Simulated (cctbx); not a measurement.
# Lattice, Laue class and space group of a new crystal

Cell: a = 5.9270 Å, b = 5.9270 Å, c = 12.4740 Å, α = 90.00°, β = 90.00°, γ = 120.00°. Expected content of the cell: Pb3 Pr6 V9.

Simulated single-crystal data (cctbx): Cu Kα, λ = 1.54184 Å, to d = 0.8 Å, 50 % of the full sphere, strongest reflection 5000 counts, noise from counting, a 3 % proportional error and a noise floor of 8 counts (s.d.); no absorption.

Tests on the unmerged data give:

```text
1571 reflections to d = 0.801 A
centring   violations  <I/sigma> of those
    A        229 of   794      4.7
    B        223 of   762      4.8
    C        224 of   788      5.0
    I        236 of   790      5.0
    R          0 of  1037     -0.0
    F        338 of  1172      4.8
Laue class    unique    Rint  (classes that these axes allow; Friedel mates merged)
R -3 :H           175   0.030
R -3 m :H         113   0.032
space group    extra absences  I>4sigma  <I/sigma>
R 3 2 :H                0          0         -  acentric
R 3 m :H                0          0         -  acentric
R -3 m :H               0          0         -  centric
Wilson B = 0.36 A^2   <|E^2-1|> = 0.827 (0.968 centric, 0.736 acentric)   E^2>4: 0.0 %
shell (A)         n   <I/sigma>
 4.75 - 1.58     18     32.5
 1.58 - 1.26     15     32.6
 1.26 - 1.11     13     28.9
 1.11 - 1.01     15     30.5
 1.01 - 0.94     14     34.0
 0.94 - 0.88     12     19.5
 0.88 - 0.84     15     25.6
 0.84 - 0.80     11     34.8
```

**Question.** What are the lattice type, the Laue class and the likely space group?

The reflections that R centring forbids are absent (⟨I/σ⟩ near 0), so the lattice is R.

Rint stays low (0.030 to 0.032) up to R -3 m :H, the highest class in these axes.

3 settings pass the absence test. No glide or screw absences show, which leaves R 3 2, R 3 m and R -3 m.

⟨|E²−1|⟩ = 0.827 lies between the two ideal values. The Wilson B of 0.36 Å² means U ≈ 0.0046 Å².

The true group is R-3m (no. 166), Laue class -3m, centrosymmetric. The tables only narrow the choice to the tied entries; cell content, site symmetry and trial solutions must settle it.

The model is made up (kin elements in a known structure type, no relaxation), so it says nothing on whether the phase exists.

[Logs are printed without paths, hosts, clocks, repeated set-up lines and the standing remarks that a program may print on its own settings, such as how far it seeks lower states.]
